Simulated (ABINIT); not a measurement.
# Cl (Cmce): G0W0 with ABINIT, start to end, part 3 of 3

Wanted: ground state, empty states, screening and self-energy for Cl (Cmce).

ABINIT 10.8.3; PBE and many-body steps on it, plane waves. Known limits of the many-body steps: not at the basis limit; coarse k mesh.

So far. Step 3 (Bands along the symmetry lines): The gap is 2.457 eV, −0.012 eV from the run before at this level. Step 4 (Empty states on the mesh, 4×4×2 mesh, 111 bands): On this mesh the gap is 2.469 eV.

**5. Screening, 4×4×2 mesh, 101 bands, screening to 108.8 eV**

The RPA dielectric matrix is built and inverted for each q.

This step: RPA screening on PBE, plane waves, norm-conserving pseudopotentials.

run.abi

```
acell 3*1.0 Angstrom
rprim 
  3.145000000000 -2.250000000000 0.000000000000
  3.145000000000 2.250000000000 0.000000000000
  0.000000000000 0.000000000000 8.210000000000
ntypat 1
znucl 17
natom 4
typat 1 1 1 1
xred 
  0.870000000000 0.130000000000 0.100000000000
  0.630000000000 0.370000000000 0.600000000000
  0.130000000000 0.870000000000 0.900000000000
  0.370000000000 0.630000000000 0.400000000000
pp_dirpath "pseudos"
pseudos "Cl.upf"
ecut 25
ngkpt 4 4 2
nshiftk 1
shiftk 0 0 0
kptopt 1
chksymbreak 0
istwfk *1
occopt 1
irdwfk 1
optdriver 3
nband 101
ecuteps 4
inclvkb 2
awtr 1
symchi 1
indata_prefix "in"
outdata_prefix "out"
tmpdata_prefix "tmp"
```

The run is started by

```
$ OMP_NUM_THREADS=1 mpirun -n 8 abinit run.abi > log
```

Numbers of over 12 decimals in the logs are rounded to 6 here.

Log:

```text
.Version 10.8.3 of ABINIT. v10.8.2 released Aug 2026.

 Symmetries : space group Cm c a (# 64); Bravais oC (1-face-center ortho.)
[... echo of the input left out ...]
== DATASET  1 ==================================================================
-   mpi_nproc: 8, omp_nthreads: 1 (-1 if OMP is not activated)

--- !DatasetInfo
iteration_state: {dtset: 1, }
dimensions: {natom: 4, nkpt: 14, mband: 101, nsppol: 1, nspinor: 1, nspden: 1, mpw: 4726, }
cutoff_energies: {ecut:  25.0, pawecutdg:  -1.0, }
electrons: {nelect:   2.80000000E+01, charge:   0.00000000E+00, occopt:   1.00000000E+00, tsmear:   1.00000000E-02, }

 SCREENING: Calculation of the susceptibility and dielectric matrices

 Based on a program developped by R.W. Godby, V. Olevano, G. Onida, and L. Reining.
 Incorporated in ABINIT by V. Olevano, G.-M. Rignanese, and M. Torrent.
.Using double precision arithmetic ; gwpc =  8

[... cell and pseudopotentials left out ...]
--------------------------------------------------------------------------------

 ==== K-mesh for the wavefunctions ====
 Number of points in the irreducible wedge :    14
[... list of points left out ...]
 Together with  8 symmetry operations and time-reversal symmetry
 yields    32 points in the full Brillouin Zone.

 ==== Q-mesh for the screening function ====
 Number of points in the irreducible wedge :    14
[... list of points left out ...]
 Together with  8 symmetry operations and time-reversal symmetry
 yields    32 points in the full Brillouin Zone.

 setmesh: FFT mesh size selected  =    24x   24x   50
          total number of points  =        28800

 vcoul_init : cutoff-mode = AUXILIARY_FUNCTION
 q-points for optical limit:   1
     1)      0.000010    0.000020    0.000030

- screening: taking advantage of time-reversal symmetry
- Maximum band index for partially occupied states nbvw = 14
- Remaining bands to be divided among processors   nbcw = 87
- Number of bands treated by each node ~10

 Number of electrons calculated from density =   28.0000; Expected =   28.0000
 average of density, n =  0.035710
 r_s =    1.8838
 omega_plasma =   18.2284 [eV]

 calculating chi0 at frequencies [eV] :
  1    0.000000E+00    0.000000E+00
  2    0.000000E+00    1.822838E+01

--------------------------------------------------------------------------------
  q-point number  1        q = ( 0.000000, 0.000000, 0.000000) [r.l.u.]
--------------------------------------------------------------------------------
[... chi0 elements left out ...]
 For q-point:  0.000010 0.000020 0.000030
  dielectric constant =   2.8165
  dielectric constant without local fields =   3.4583

  Average fulfillment of the sum rule on Im[epsilon] for q-point    1 :     66.23  [%]
[... wings left out ...]
  q-point number  2        q = ( 0.250000, 0.000000, 0.000000) [r.l.u.]
--------------------------------------------------------------------------------
[... chi0 elements left out ...]
  Average fulfillment of the sum rule on Im[epsilon] for q-point    2 :     71.29  [%]

 [... 12 further q-points ...]
```

The job ended after 41 s (8 MPI ranks of Intel Xeon Platinum 8488C (Sapphire Rapids), shared host; peak memory 2.2 GiB; 5.5 min of CPU time).

This step gave:

- ε∞ with local fields, on this mesh, along the program's q direction: 2.817
- the same without local fields: 3.458
- plasma frequency: 18.23 eV
- plane waves in the screening matrix: 299

Local fields lower ε∞ by 19 %. On a Γ-centred mesh this coarse the value itself is usually too large, while a short band sum pulls it down.

**6. Self-energy, 4×4×2 mesh, 101 bands, screening to 108.8 eV**

The self-energy is evaluated for the states that the input lists, and the levels follow from it, in one-shot runs by the linearised quasiparticle equation.

This step: G0W0 on PBE, plane waves, norm-conserving pseudopotentials.

run.abi: that of step 5 with these lines changed.

```diff
@@ -25,8 +25,17 @@
 irdwfk 1
-optdriver 3
+optdriver 4
 nband 101
+gwcalctyp 0
+ecutsigx 25
+symsigma 1
+nkptgw 2
+kptgw 
+  0.5000000000 0.5000000000 0.0000000000
+  0.0000000000 0.0000000000 0.0000000000
+bdgw 
+  13 16
+  13 16
 ecuteps 4
-inclvkb 2
-awtr 1
-symchi 1
+irdscr 1
+ppmodel 1
 indata_prefix "in"
```

Log:

```text
.Version 10.8.3 of ABINIT. v10.8.2 released Aug 2026.

 Symmetries : space group Cm c a (# 64); Bravais oC (1-face-center ortho.)
[... echo of the input left out ...]
== DATASET  1 ==================================================================
-   mpi_nproc: 8, omp_nthreads: 1 (-1 if OMP is not activated)

--- !DatasetInfo
iteration_state: {dtset: 1, }
dimensions: {natom: 4, nkpt: 14, mband: 101, nsppol: 1, nspinor: 1, nspden: 1, mpw: 4726, }
cutoff_energies: {ecut:  25.0, pawecutdg:  -1.0, }
electrons: {nelect:   2.80000000E+01, charge:   0.00000000E+00, occopt:   1.00000000E+00, tsmear:   1.00000000E-02, }

 SIGMA: Calculation of the GW corrections

 Based on a program developped by R.W. Godby, V. Olevano, G. Onida, and L. Reining.
 Incorporated in ABINIT by V. Olevano, G.-M. Rignanese, and M. Torrent.
.Using double precision arithmetic ; gwpc =  8

[... cell and pseudopotentials left out ...]
--------------------------------------------------------------------------------

 ==== K-mesh for the wavefunctions ====
 Number of points in the irreducible wedge :    14
[... list of points left out ...]
 Together with  8 symmetry operations and time-reversal symmetry
 yields    32 points in the full Brillouin Zone.

 ==== Q-mesh for screening function ====
 Number of points in the irreducible wedge :    14
[... list of points left out ...]
 Together with  8 symmetry operations and time-reversal symmetry
 yields    32 points in the full Brillouin Zone.

 vcoul_init : cutoff-mode = AUXILIARY_FUNCTION
 q-points for optical limit:   1
     1)      0.000010    0.000020    0.000030
 setmesh: FFT mesh size selected  =    36x   36x   72
          total number of points  =        93312

 Number of electrons calculated from density =   28.0000; Expected =   28.0000
 average of density, n =  0.035710
 r_s =    1.8838
 omega_plasma =   18.2284 [eV]

 === KS Band Gaps ===
  >>>> For spin  1
   Minimum direct gap =   2.5251 [eV], located at k-point      :   0.0000  0.0000  0.0000
   Fundamental gap    =   2.4691 [eV], Top of valence bands at :   0.5000  0.5000  0.0000
                                       Bottom of conduction at :   0.0000  0.0000  0.0000
 SIGMA fundamental parameters:
 PLASMON POLE MODEL  1
 number of plane-waves for SigmaX                 4675
 number of plane-waves for SigmaC and W            299
 number of plane-waves for wavefunctions          4675
 number of bands                                   101
 number of independent spin polarizations            1
 number of spinorial components                      1
 number of k-points in IBZ                          14
 number of q-points in IBZ                          14
 number of symmetry operations                       8
 number of k-points in BZ                           32
 number of q-points in BZ                           32
 number of frequencies for dSigma/dE                 9
 frequency step for dSigma/dE [eV]                0.25
 number of omega for Sigma on real axis              0
 max omega for Sigma on real axis  [eV]           0.00
 zcut for avoiding poles [eV]                     0.10

 EPSILON^-1 parameters (SCR file):
 dimension of the eps^-1 matrix on file            299
 dimension of the eps^-1 matrix used               299
 number of plane-waves for wavefunctions          4675
 number of bands                                   101
 number of q-points in IBZ                          14
 number of frequencies                               2
 number of real frequencies                          1
 number of imag frequencies                          1

 matrix elements of self-energy operator (all in [eV])

 Perturbative Calculation

--- !SelfEnergy_ee
iteration_state: {dtset: 1, }
kpoint     : [   0.500,    0.500,    0.000, ]
spin       : 1
KS_gap     :    2.546
QP_gap     :    5.775
Delta_QP_KS:    3.229
data: !SigmaeeData |
     Band     E0 <VxcDFT>   SigX SigC(E0)      Z dSigC/dE  Sig(E)    E-E0       E
       13  -1.186 -14.321 -18.741   2.716   0.790  -0.265 -15.668  -1.347  -2.533
       14  -0.824 -14.674 -19.122   2.694   0.793  -0.260 -16.066  -1.392  -2.216
       15   1.722 -14.106  -8.998  -2.797   0.795  -0.258 -12.269   1.837   3.560
       16   1.912 -14.243  -9.064  -2.811   0.793  -0.261 -12.365   1.878   3.790

--- !SelfEnergy_ee
iteration_state: {dtset: 1, }
kpoint     : [   0.000,    0.000,    0.000, ]
spin       : 1
KS_gap     :    2.525
QP_gap     :    5.688
Delta_QP_KS:    3.163
data: !SigmaeeData |
     Band     E0 <VxcDFT>   SigX SigC(E0)      Z dSigC/dE  Sig(E)    E-E0       E
       13  -0.970 -14.511 -19.022   2.721   0.793  -0.262 -15.930  -1.419  -2.389
       14  -0.880 -14.708 -19.184   2.726   0.792  -0.262 -16.095  -1.387  -2.267
       15   1.645 -13.980  -8.981  -2.771   0.797  -0.255 -12.204   1.776   3.421
       16   2.208 -14.626  -9.222  -2.936   0.789  -0.267 -12.679   1.948   4.155

== END DATASET(S) ==============================================================
================================================================================

 -outvars: echo values of variables after computation  --------
           etotal      0.0000000000E+00
            nband         101
             nkpt          14
          spgroup          64
 [... the other variables as echoed above ...]

 Calculation completed.
```

Elapsed: 7.8 s, on 8 MPI ranks; peak memory 2 GiB.

Numbers from this step:

| Item | Value |
| --- | --- |
| G0W0 gap on the points computed | 5.637 eV |
| starting gap on the mesh | 2.469 eV |
| k of the valence top | 0.5, 0.5, 0 |
| k of the conduction bottom | 0, 0, 0 |
| Z at the valence top | 0.793 |
| Z at the conduction bottom | 0.797 |
| least direct G0W0 gap on the computed points | 5.688 eV |

The gap on the mesh goes from 2.47 eV to 5.64 eV, a correction of +3.17 eV.

Limits: finite bands, cutoff and mesh; coarse k mesh. v1 is the top filled band, c1 the lowest empty one. Levels before and after the correction, in eV, zero at the valence-band top of each column:

|  | conduction bottom | valence top |
| --- | --- | --- |
| Kohn-Sham | 2.47 | 0.00 |
| G0W0 | 5.64 | 0.00 |

```csv
,level,energy (eV)
Kohn-Sham,(0.5 0.5 0) v2,-0.362
Kohn-Sham,(0.5 0.5 0) v1,0.000
Kohn-Sham,(0.5 0.5 0) c1,2.546
Kohn-Sham,(0.5 0.5 0) c2,2.736
Kohn-Sham,Γ v2,-0.146
Kohn-Sham,Γ v1,-0.056
Kohn-Sham,Γ c1,2.469
Kohn-Sham,Γ c2,3.031
G0W0,(0.5 0.5 0) v2,-0.317
G0W0,(0.5 0.5 0) v1,0.000
G0W0,(0.5 0.5 0) c1,5.776
G0W0,(0.5 0.5 0) c2,6.006
G0W0,Γ v2,-0.173
G0W0,Γ v1,-0.051
G0W0,Γ c1,5.637
G0W0,Γ c2,6.371
```

**7. Where the time went**

Times are wall times on 8 MPI ranks of Intel Xeon Platinum 8488C (Sapphire Rapids), shared host, good to a factor of about two.

```csv
step,time,share,memory (GiB)
ground state,16 s,14 %,0.71
bands along the symmetry lines,18 s,16 %,0.69
empty states on the mesh,31 s,27 %,0.71
screening,41 s,36 %,2.2
self-energy,7.8 s,7 %,2.0
```

**8. What came out**

- PBE gap: 2.46 eV, indirect
- G0W0 gap on the mesh: 5.64 eV
- GW settings: 4×4×2 mesh, 101 bands, screening to 108.8 eV, Godby-Needs plasmon pole
- known limits: not at the basis limit; coarse k mesh

**Reading.** G0W0 moves the gap on the mesh from 2.47 eV to 5.64 eV (+3.17 eV), with Z of 0.79 and 0.80 at the edges. Local fields lower the RPA ε∞ on this mesh from 3.46 to 2.82; a Γ-centred mesh this coarse tends to raise both, most where the direct gap is narrow, while a short band sum lowers them. Only 2 of the mesh's irreducible points were corrected, so a valley elsewhere could overtake. Bands and cutoff are finite, so the gap is not at the basis limit. The miss can reach some tenths of an eV and take either sign; the mesh is an error of its own. In the G0W0 run levels were corrected at 2 k points alone, so a gap called «on the mesh» is the least over those, and an edge elsewhere would be missed. The 4×4×2 mesh is coarse for this cell, which bears on the long-range parts of exchange and screening.

[Paths, hosts, dates, memory and timing lines, banners, echoed tables and standing remarks are left out of the program output.]

[Logs are printed without paths, hosts, clocks, repeated set-up lines and the standing remarks that a program may print on its own settings, such as how far it seeks lower states.]

[Runs of the session that timed out or met a known fault of the program may be left out.]

[Hosts, paths, dates, database ids (printed as entryN), source tags and the programs' standing remarks are cut or masked in the printed files.]

[G0W0 gaps are taken among the corrected bands and points alone; a level outside them can change the order at an edge.]

[Where Ansatz stands beside ABINIT at settings called matched, ABINIT's density can come from a denser mesh and the files from another edition; pairs whose starting gaps differed by over 0.03 eV were left out, so agreement reads better than it is.]
